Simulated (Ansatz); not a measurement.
**How many bands does the GW gap of SnO2 (Pnnm) need?**

Aim: see how the G0W0 gap of SnO2 (Pnnm) on LDA moves with empty bands and screening cutoff, and what each rung costs.

Calculated with Ansatz 0.2.0; G0W0 on LDA, plane waves, PAW; PAW set soft_1.

### 1. The starting structure

It takes space group Pnnm (No. 58, orthorhombic). The conventional cell has a = 4.788 Å, b = 4.867 Å, c = 3.241 Å, α = 90.00°, β = 90.00°, γ = 90.00°. Nearest to Sn lie 6 O at 2.09 to 2.10 Å. O has 3 Sn at 2.09 to 2.10 Å nearest. Farther neighbours and most contacts between anions are not listed.

The cell and positions are those that the Materials Project relaxed with its own functionals (PBE, PBE+U or r2SCAN), kept fixed. This is not the form that SnO2 usually takes at ambient conditions.

### 2. 98 empty bands, screening to 69 eV

G0W0 replaces the xc potential by the self-energy, built once from these orbitals. Only a window of levels is corrected, while the sums run over the empty bands that the input names. This step takes PAW set soft_1 files.

The input, input.yaml:

```yaml
crystal:
  lattice:
    - [4.788004, 0.0, 0.0]
    - [0.0, 4.866582, 0.0]
    - [0.0, 0.0, 3.240898]
  atoms:
    - { symbol: Sn, position: [0.5, 0.5, 0.5] }
    - { symbol: Sn, position: [0.0, 0.0, 0.0] }
    - { symbol: O, position: [0.291855, 0.321042, 0.0] }
    - { symbol: O, position: [0.791855, 0.178958, 0.5] }
    - { symbol: O, position: [0.208145, 0.821042, 0.5] }
    - { symbol: O, position: [0.708145, 0.678958, 0.0] }
kpoints:
  mp_grid: { grid: [4, 4, 6] }
hamiltonian:
  xc: lda
  pseudopotentials: { kind: paw, azcp: { folder: soft_1 }, xc_functional: pbe }
scf:
  occupations: { method: fixed }
gw:
  n_empty_bands: 98
  ecut_chi: 69
  qp_bands: [v2, c2]
  qp_kpoints: band_edges
  screening: { model: contour_deformation }
```

Run with:

```console
$ ansatz run input.yaml --threads 2 --pin off --max-ram 92160MiB --backend cuda --events-out ev --progress --plain --runs-dir out --devices 1 --max-vram 13GiB
```

Numbers of over 12 decimals in the logs are rounded to 6 here.

Output:

```text
GPUs: using 1 of 1 available (devices: 1).
Engine: ansatz 0.2.0, x86_64-unknown-linux-gnu
Pseudopotentials: kind: paw
Pseudopotential: Sn, paw, valence charge 14, recommended cutoff 420 eV (normal), soft_1/Sn.paw.azcp
Pseudopotential: O, paw, valence charge 6, recommended cutoff 420 eV (normal), soft_1/O.paw.azcp
Functional definition: SPW92
  exchange = slater_x
  correlation = pw_c
device memory: the entry about to start is reckoned to put 1.6 GiB on a device that reports 53.1 GiB free (of which the cap on the GPU budget leaves the run 13.0 GiB)
GPU FFT provider: cuFFT
GPU libraries: cuBLAS 13.8.2, cuFFT 12.4.0, cuSOLVER 12.3.4
Crystal: 6 atoms, lattice volume = 75.517 Å³
Basis set: ecut = 420 eV, 1479 PW (Γ)
Bands: 32, of which v1, the nominal top of the filled ones, is band 26 counted from 1 (25 counted from 0)
Symmetry: 8 space group operations
Space group: Pnnm (ITA 58), of the structure as read, at distance tolerance 4.2e-5 Å
k-points: 36 of 96
Non-local potential: Sn, projectors of the file, l = 0: 2, l = 1: 2, l = 2: 2, l = 3: 1
Non-local potential: O, projectors of the file, l = 0: 2, l = 1: 2, l = 2: 1
PAW form: soft (Blöchl's): semilocal exchange-correlation on the pseudo side does not see the compensation charge
PAW frozen core: Sn, regenerated for the run's functional, and the local potential with it (the file was generated under x = pbe(κ = 0.804, μ = 0.219515), c = pbe(β = 0.066725))
PAW frozen core: O, regenerated for the run's functional, and the local potential with it (the file was generated under x = pbe(κ = 0.804, μ = 0.219515), c = pbe(β = 0.066725))
PAW one-centre angular grid: Sn, 590 points (default); XC on 64 Gauss nodes
PAW one-centre angular grid: O, 110 points (default); XC on 64 Gauss nodes
Initial density: superposition of atomic densities (chi_scale 0.1, normalization cell, long waves kept (reshape's long-wave potential 0.00 eV rms))
Initial wavefunctions: pseudopotential atomic-orbital guess
GPU buffer pool allocated for 31104 grid points (all kernels)
GPU transforms: local potential and band sums: pruned to the plane-wave sphere, on 36×36×24
Functional: x = slater, c = lda
SCF iter   1: F=—  HF=-13980.942826 eV  |F-HF|=—  |Δ(HF+E_count)|=         —  Δρ=6.33e-2  dr2=2.14e0  ethr=3.10e-3  ⟨swp⟩=4.0  Hψ=4455  notcnv=0  defer=142
preconditioner: auto → Resta (q_TF=auto, 2.564 Å⁻¹)  ε∞=3.5  [insulator: Δε(μ)=1.030 eV  Ē_g=19.398 eV  n_scr=18 (ndim 8)  ℏωp=30.8 eV  f_vac=0.000  ε∞_Penn≈3.5]
SCF iter   2: F=—  HF=-13980.470602 eV  |F-HF|=—  |Δ(HF+E_count)|=   4.72e-1  Δρ=3.27e-2  dr2=4.12e-1  ethr=3.10e-3  ⟨swp⟩=3.0  Hψ=2426  notcnv=0  defer=144
SCF iter   3: F=—  HF=-13980.371668 eV  |F-HF|=—  |Δ(HF+E_count)|=   9.89e-2  Δρ=9.56e-3  dr2=6.88e-2  ethr=7.92e-4  ⟨swp⟩=3.0  Hψ=2056  notcnv=0  defer=144
SCF iter   4: F=—  HF=-13980.355150 eV  |F-HF|=—  |Δ(HF+E_count)|=   1.65e-2  Δρ=1.91e-3  dr2=1.84e-3  ethr=1.32e-4  ⟨swp⟩=2.0  Hψ=1551  notcnv=0  defer=144
SCF iter   5: F=—  HF=-13980.355554 eV  |F-HF|=—  |Δ(HF+E_count)|=   4.04e-4  Δρ=5.59e-4  dr2=1.67e-4  ethr=3.53e-6  ⟨swp⟩=2.9  Hψ=1679  notcnv=0  defer=144
SCF iter   6: F=—  HF=-13980.355594 eV  |F-HF|=—  |Δ(HF+E_count)|=   4.07e-5  Δρ=7.05e-5  dr2=2.87e-6  ethr=3.21e-7  ⟨swp⟩=2.1  Hψ=1662  notcnv=0  defer=129
SCF iter   7: F=-13980.355595 eV  HF=-13980.355595 eV  |F-HF|=1.82e-8  |Δ(HF+E_count)|=   4.42e-7  Δρ=9.19e-6  dr2=7.53e-8  ethr=1.92e-10  ⟨swp⟩=8.2  Hψ=5222  notcnv=0
SCF 1 converged in 7 iterations: F = -13980.355595 eV  dr2 = 7.53e-8
  greatest PAW one-centre occupation: 0.997 electrons in one spin orbital (limit 2), on the Sn atom at site 1 (counted from 0), in its partial waves of l = 2
device memory: the entry about to start is reckoned to put 1.8 GiB (of the 1.9 GiB reckoned in all, the device holds 0.1 GiB already) on a device that reports 52.7 GiB free (of which the cap on the GPU budget leaves the run 12.9 GiB)
NSCF: frozen V_eff on 36 k-points, pencils in batches of 32, up to order 128
the band table was solved once the SCF had ended and its energy, with any forces and stress, was formed, with the checks that follow a solve (4722 applications of the Hamiltonian). They found nothing against the state; the energy, forces and stress were not computed again (output.eigenvalues in the input reference)
device memory: the entry about to start is reckoned to put 2.1 GiB on a device that reports 57.9 GiB free (of which the cap on the GPU budget leaves the run 13.0 GiB)
NSCF: frozen V_eff on 36 k-points
G₀W₀ screening: q 1/36
[... further progress lines ...]
SCF converged after 7 iterations
Free energy (F): -13980.355595 eV
Harris-Foulkes:  -13980.355595 eV  (|F-HF|=1.82e-8)
Internal energy: -13980.355595 eV  (E = F + TS)
E sigma→0 (E₀):  -13980.355595 eV
Fermi energy:    8.285784 eV
--- Per-component energies (eV) ---
  E_band       = -169.736332
  E_kinetic    = 1009.151674
  E_local      = -3266.937050  (includes V_loc(G=0)·N_el)
  E_nonlocal   = 516.663894
  E_hartree    = 1465.586872
  E_xc         = -527.854901
  E_vxc        = -520.362058  (∫ρ·V_xc dr)
  E_paw        = -9065.744361  (= ΣΔE_a)
  E_vpaw       = -839.425583  (= ΣTr[D̂ρ^β])
  E_aug_tail   = 0.003884  (compensation charges beyond the density's cutoff)
  E_ewald      = -4112.463075
  E_core_change = 1.237468  (= ΣΔE_core)
  E_smearing   = -0.000000  (= −TS)
  E_closure    = -0.000000  (closes the sum)
  Σ components = -13980.355595   (vs F -13980.355595, Δ=0.00e0)
--- Band table (eV; the first three rows and the last of 36) ---
  k-point 0: bands = [... 22 lower, 7.1392, 7.6611, 7.6670, 8.2858, 8.9712, 13.8098, 14.1552, 14.3075, ... 2 higher]
  k-point 1: bands = [... 22 lower, 6.2949, 7.6537, 7.6911, 8.1452, 10.4633, 14.2511, 15.1957, 15.3372, ... 2 higher]
  k-point 2: bands = [... 22 lower, 6.1088, 7.4119, 7.5109, 7.5857, 12.4108, 14.4656, 16.6157, 17.1365, ... 2 higher]
  k-point 35: bands = [... 22 lower, 7.4474, 7.4474, 7.6328, 7.6328, 12.5262, 12.5262, 16.7214, 16.7214, ... 2 higher]
--- G₀W₀: contour deformation, 7 samples at zero and on the imaginary axis and 2 off it, 96 q-points, 98 empty bands' worth ---
  eigenvalues of the whole cell's RPA ε∞ on this k-mesh (on a slab, of 1 + 4πα/V) = 5.2682, 5.5571, 5.5809; static W/v taken at q = 0 is 0.182851
  gw.qp_kpoints: band_edges: 14 of 36 stored k-points solved, in 1 pass; an edge of the gap read off the rows below is read off those points alone
    valence top: of the k-points left out ik 25 came nearest to being solved in a further pass, in band 26 (counted from 1, as in the quasiparticle table): it holds the edge there only if its correction is more favourable than any solved in that band by at least 0.430 eV; those differ by 0.264 eV
    conduction bottom: of the k-points left out ik 28 came nearest to being solved in a further pass, in band 27 (counted from 1, as in the quasiparticle table): it holds the edge there only if its correction is more favourable than any solved in that band by at least 3.273 eV; those differ by 0.979 eV
  `?` marks the rows in doubt; gw_qp.tsv's column doubts and the gw_qp event give each row's grounds
    ik  band        ε_KS         Σx   Σc(E_QP)       V_xc       Z   E_QP_lin       E_QP  E_QP is
     0    25      7.6670   -26.1688     5.2058   -20.7791  0.7266     7.4820     7.4831  root
     0    26      8.2858   -26.1100     4.9898   -20.9163  0.7347     8.0806     8.0819  root
     0    27      8.9712   -15.7346    -2.4117   -19.1296  0.8006     9.9844     9.9544  root
     0    28     13.8098   -12.5555    -4.4120   -18.6394  0.7704    15.4835    15.4817  root ?
     1    25      7.6911   -26.3322     5.2268   -20.9075  0.7273     7.4918     7.4931  root
     1    26      8.1452   -26.6349     5.5812   -20.7532  0.7255     7.8414     7.8447  root
     1    27     10.4633   -16.1749    -2.7935   -20.2141  0.7899    11.7742    11.7090  root
     1    28     14.2511   -13.5293    -4.4845   -19.8787  0.7624    16.0877    16.1160  root
     3    25      7.2444   -26.0495     5.6970   -19.9605  0.7128     6.8414     6.8524  root
     3    26      7.2444   -26.0495     5.6970   -19.9605  0.7128     6.8414     6.8524  root
     3    27     13.7381   -14.9216    -4.1933   -21.0747  0.7661    15.6636    15.6979  root
     3    28     13.7381   -14.9216    -4.1933   -21.0747  0.7661    15.6636    15.6979  root
     4    25      7.6907   -26.2555     5.2360   -20.8230  0.7265     7.4929     7.4942  root
     4    26      7.9834   -26.2385     5.4617   -20.4726  0.7250     7.6754     7.6792  root
     4    27     10.3172   -16.3112    -2.5707   -20.0583  0.7901    11.5483    11.4936  root
     4    28     13.3997   -13.5091    -4.1656   -19.2672  0.7756    15.0358    14.9922  root ?
     5    25      7.6628   -26.3112     5.2615   -20.8338  0.7262     7.4453     7.4469  root
     5    26      7.9572   -26.4197     5.5168   -20.5988  0.7245     7.6495     7.6532  root
     5    27     11.1830   -15.9017    -3.1038   -20.3524  0.7883    12.6078    12.5300  root ?
     5    28     13.9002   -14.2426    -4.2838   -20.3536  0.7626    15.6979    15.7274  root
     8    25      7.7301   -26.2753     5.3106   -20.7218  0.7254     7.4849     7.4872  root
     8    26      7.7301   -26.2753     5.3106   -20.7218  0.7254     7.4849     7.4872  root
     8    27     12.1644   -15.2781    -3.5166   -20.2464  0.7790    13.6884    13.6161  root ?
     8    28     12.1644   -15.2781    -3.5166   -20.2464  0.7790    13.6884    13.6161  root ?
    11    25      7.6722   -26.7426     4.8563   -21.7578  0.7372     7.5432     7.5437  root
    11    26      7.6722   -26.7426     4.8563   -21.7578  0.7372     7.5432     7.5437  root
    11    27     13.9374   -14.9869    -4.2269   -21.1766  0.7628    15.8674    15.9001  root
    11    28     13.9374   -14.9869    -4.2269   -21.1766  0.7628    15.8674    15.9001  root
    12    25      7.7052   -26.2249     5.2887   -20.7216  0.7255     7.4888     7.4906  root
[...]
12    28     13.2899   -13.3611    -4.1567   -19.0705  0.7791    14.9029    14.8426  root ?
[...]
13    27     11.1490   -15.8941    -3.1017   -20.3427  0.7958    12.5881    12.4959  root ?
[...]
16    27     11.0290   -16.0752    -2.9615   -20.3388  0.7966    12.4234    12.3311  root ?
    16    28     13.0792   -13.6637    -4.1121   -19.3438  0.7790    14.7046    14.6472  root ?
    17    25      7.6377   -26.3694     5.4545   -20.6348  0.7227     7.3544     7.3576  root
    17    26      7.9739   -26.5746     5.4724   -20.8224  0.7260     7.6912     7.6941  root
    17    27     11.6525   -15.6615    -3.3519   -20.4401  0.7823    13.1548    13.0792  root ?
    17    28     13.5150   -14.3242    -4.1669   -20.2717  0.7690    15.2791    15.2956  root ?
    21    25      7.7078   -26.4161     5.4116   -20.7259  0.7244     7.4261     7.4292  root
    21    26      7.7078   -26.4161     5.4116   -20.7259  0.7244     7.4261     7.4292  root
    21    27     12.6920   -15.0897    -3.8054   -20.5496  0.7738    14.3611    14.3467  root ?
    21    28     12.6920   -15.0897    -3.8054   -20.5496  0.7738    14.3611    14.3467  root ?
    24    25      7.8528   -26.3020     5.4025   -20.6335  0.7245     7.5835     7.5868  root
    24    26      7.8528   -26.3020     5.4025   -20.6335  0.7245     7.5835     7.5868  root
    24    27     12.0042   -15.1322    -3.5121   -20.0785  0.7822    13.5155    13.4384  root ?
    24    28     12.0042   -15.1322    -3.5121   -20.0785  0.7822    13.5155    13.4384  root ?
    35    25      7.6328   -26.4266     5.7244   -20.3367  0.7190     7.2616     7.2673  root
    35    26      7.6328   -26.4266     5.7244   -20.3367  0.7190     7.2616     7.2673  root
    35    27     12.5262   -13.6041    -3.8961   -19.1493  0.7908    14.1915    14.1753  root ?
    35    28     12.5262   -13.6041    -3.8961   -19.1493  0.7908    14.1915    14.1753  root ?
```

The job ended after 28 s (1 × NVIDIA H100 80GB HBM3 (shared by 6 runs) with 2 threads of AMD EPYC 7R13 (Zen 3), shared host; peak memory 1.2 GiB).

The column dr2 measures how far the density is from self-consistency, as an energy; F and HF (Harris–Foulkes) agree once it is small.

This step gave:

* bands summed: 124
* RPA ε∞ on this mesh (eigenvalues): 5.268, 5.557, 5.581
* plane waves in the screening matrix: 97
* q-points in the mesh: 96
* G0W0 gap on the mesh: 1.873 eV
* k of the valence top: 0, 0, 0
* k of the conduction bottom: 0, 0, 0
* starting gap on the mesh: 0.6854 eV
* Z at the valence top: 0.7347
* Z at the conduction bottom: 0.8006
* least direct G0W0 gap on the computed points: 1.873 eV

The gap on the mesh goes from 0.69 eV to 1.87 eV, a correction of +1.19 eV. Between the two edge states, bare exchange in place of the xc potential would open the gap by 8.59 eV, and correlation takes back 7.40 eV.

### 3. 277 empty bands, screening to 138 eV

Another rung: the empty bands reach about as high as the screening cutoff, so the two stay in balance.

input.yaml: that of step 2 with these lines changed.

```diff
@@ -20,4 +20,4 @@
 gw:
-  n_empty_bands: 98
-  ecut_chi: 69
+  n_empty_bands: 277
+  ecut_chi: 138
   qp_bands: [v2, c2]
```

Output:

```text
GPUs: using 1 of 1 available (devices: 1).
[...]
GPU FFT provider: cuFFT
GPU libraries: cuBLAS 13.8.2, cuFFT 12.4.0, cuSOLVER 12.3.4
Crystal: 6 atoms, lattice volume = 75.517 Å³
Basis set: ecut = 420 eV, 1479 PW (Γ)
Bands: 32, of which v1, the nominal top of the filled ones, is band 26 counted from 1 (25 counted from 0)
Symmetry: 8 space group operations
[...]
k-points: 36 of 96
[...]
GPU buffer pool allocated for 31104 grid points (all kernels)
[...]
SCF iter   1: F=—  HF=-13980.942826 eV  |F-HF|=—  |Δ(HF+E_count)|=         —  Δρ=6.33e-2  dr2=2.14e0  ethr=3.10e-3  ⟨swp⟩=4.0  Hψ=4455  notcnv=0  defer=142
[...]
SCF iter   7: F=-13980.355595 eV  HF=-13980.355595 eV  |F-HF|=1.82e-8  |Δ(HF+E_count)|=   4.42e-7  Δρ=9.19e-6  dr2=7.53e-8  ethr=1.92e-10  ⟨swp⟩=8.2  Hψ=5222  notcnv=0
SCF 1 converged in 7 iterations: F = -13980.355595 eV  dr2 = 7.53e-8
[...]
NSCF: frozen V_eff on 36 k-points, pencils in batches of 32, up to order 128
[...]
NSCF: frozen V_eff on 36 k-points
G₀W₀ screening: q 1/36
[... further progress lines ...]
SCF converged after 7 iterations
Free energy (F): -13980.355595 eV
[...]
Internal energy: -13980.355595 eV  (E = F + TS)
E sigma→0 (E₀):  -13980.355595 eV
Fermi energy:    8.285784 eV
[...]
--- Band table (eV; the first three rows and the last of 36) ---
  k-point 0: bands = [... 22 lower, 7.1392, 7.6611, 7.6670, 8.2858, 8.9712, 13.8098, 14.1552, 14.3075, ... 2 higher]
  k-point 1: bands = [... 22 lower, 6.2949, 7.6537, 7.6911, 8.1452, 10.4633, 14.2511, 15.1957, 15.3372, ... 2 higher]
  k-point 2: bands = [... 22 lower, 6.1088, 7.4119, 7.5109, 7.5857, 12.4108, 14.4656, 16.6157, 17.1365, ... 2 higher]
  k-point 35: bands = [... 22 lower, 7.4474, 7.4474, 7.6328, 7.6328, 12.5262, 12.5262, 16.7214, 16.7214, ... 2 higher]
[...]
bands read: the sum over 303 bands ends inside a degenerate multiplet in 23 slots, whose members it reads at an even weight; the widest, k=3: bands 303 to 304 (counted from 1) at 1/2 each
[...]
0    25      7.6670   -26.1688     4.8990   -20.7791  0.7211     7.1655     7.1763  root
     0    26      8.2858   -26.1100     4.7034   -20.9163  0.7296     7.7861     7.7954  root
     0    27      8.9712   -15.7346    -2.6409   -19.1296  0.7932     9.7388     9.7252  root
     0    28     13.8098   -12.5555    -4.8523   -18.6394  0.7668    15.0916    15.0415  root
     1    25      7.6911   -26.3322     4.9225   -20.9075  0.7217     7.1779     7.1889  root
     1    26      8.1452   -26.6349     5.3025   -20.7532  0.7205     7.5508     7.5660  root
     1    27     10.4633   -16.1749    -3.0812   -20.2141  0.7830    11.4494    11.4213  root
     1    28     14.2511   -13.5293    -5.0142   -19.8787  0.7574    15.6534    15.5864  root
[...]
35    25      7.6328   -26.4266     5.4712   -20.3367  0.7143     6.9905     7.0140  root
    35    26      7.6328   -26.4266     5.4712   -20.3367  0.7143     6.9905     7.0140  root
    35    27     12.5262   -13.6041    -4.3394   -19.1493  0.7859    13.7946    13.7321  root
    35    28     12.5262   -13.6041    -4.3394   -19.1493  0.7859    13.7946    13.7321  root
```

Elapsed: 88 s, on 1 × NVIDIA H100 80GB HBM3 (shared by 6 runs) with 2 threads; peak memory 1.8 GiB.

This step gave:

* bands summed: 303
* RPA ε∞ on this mesh (eigenvalues): 5.182, 5.449, 5.475
* plane waves in the screening matrix: 275
* q-points in the mesh: 96
* G0W0 gap on the mesh: 1.930 eV
* k of the valence top: 0, 0, 0
* k of the conduction bottom: 0, 0, 0
* starting gap on the mesh: 0.6854 eV
* Z at the valence top: 0.7296
* Z at the conduction bottom: 0.7932
* least direct G0W0 gap on the computed points: 1.930 eV

Against the run with 4×4×6 mesh, 98 empty bands, screening to 69 eV, PAW set soft_1 files, the gap moves by +0.06 eV.

### 4. 598 empty bands, screening to 230 eV

input.yaml: that of step 3 with these lines changed.

```diff
@@ -20,4 +20,4 @@
 gw:
-  n_empty_bands: 277
-  ecut_chi: 138
+  n_empty_bands: 598
+  ecut_chi: 230.0
   qp_bands: [v2, c2]
```

Output:

```text
GPUs: using 1 of 1 available (devices: 1).
[...]
GPU FFT provider: cuFFT
GPU libraries: cuBLAS 13.8.2, cuFFT 12.4.0, cuSOLVER 12.3.4
Crystal: 6 atoms, lattice volume = 75.517 Å³
Basis set: ecut = 420 eV, 1479 PW (Γ)
Bands: 32, of which v1, the nominal top of the filled ones, is band 26 counted from 1 (25 counted from 0)
Symmetry: 8 space group operations
[...]
k-points: 36 of 96
[...]
1    28     14.2511   -13.5293    -5.2116   -19.8787  0.7552    15.4354    15.3890  root
[...]
35    25      7.6328   -26.4266     5.2635   -20.3367  0.7117     6.7797     6.8064  root
    35    26      7.6328   -26.4266     5.2635   -20.3367  0.7117     6.7797     6.8064  root
    35    27     12.5262   -13.6041    -4.5228   -19.1493  0.7838    13.5880    13.5486  root
    35    28     12.5262   -13.6041    -4.5228   -19.1493  0.7838    13.5880    13.5486  root
[key lines of the parts left out:]
SCF converged after 7 iterations
Free energy (F): -13980.355595 eV
Fermi energy:    8.285784 eV
```

It took 72 s on 1 × NVIDIA H100 80GB HBM3 (shared by 6 runs) with 2 threads; peak memory 4 GiB; 2.1 min of CPU time.

Numbers from this step:

| Property | Result |
| --- | --- |
| bands summed | 624 |
| RPA ε∞ on this mesh (eigenvalues) | 5.140, 5.409, 5.435 |
| plane waves in the screening matrix | 583 |
| G0W0 gap on the mesh | 1.950 eV |
| k of the valence top | 0, 0, 0 |
| k of the conduction bottom | 0, 0, 0 |
| starting gap on the mesh | 0.6854 eV |
| least direct G0W0 gap on the computed points | 1.950 eV |

Against the run with 4×4×6 mesh, 277 empty bands, screening to 138 eV, PAW set soft_1 files, the gap moves by +0.02 eV.

(Continued in part 2 of 2.)

[Paths, hosts, dates, memory and timing lines, banners, echoed tables and standing remarks are left out of the program output.]

[Logs are printed without paths, hosts, clocks, repeated set-up lines and the standing remarks that a program may print on its own settings, such as how far it seeks lower states.]

[Runs of the session that timed out or met a known fault of the program may be left out.]

[Cells called generated may have been cut or substituted from an entry of the Crystallography Open Database or the Materials Project.]

[Hosts, paths, dates, database ids (printed as entryN), source tags and the programs' standing remarks are cut or masked in the printed files.]
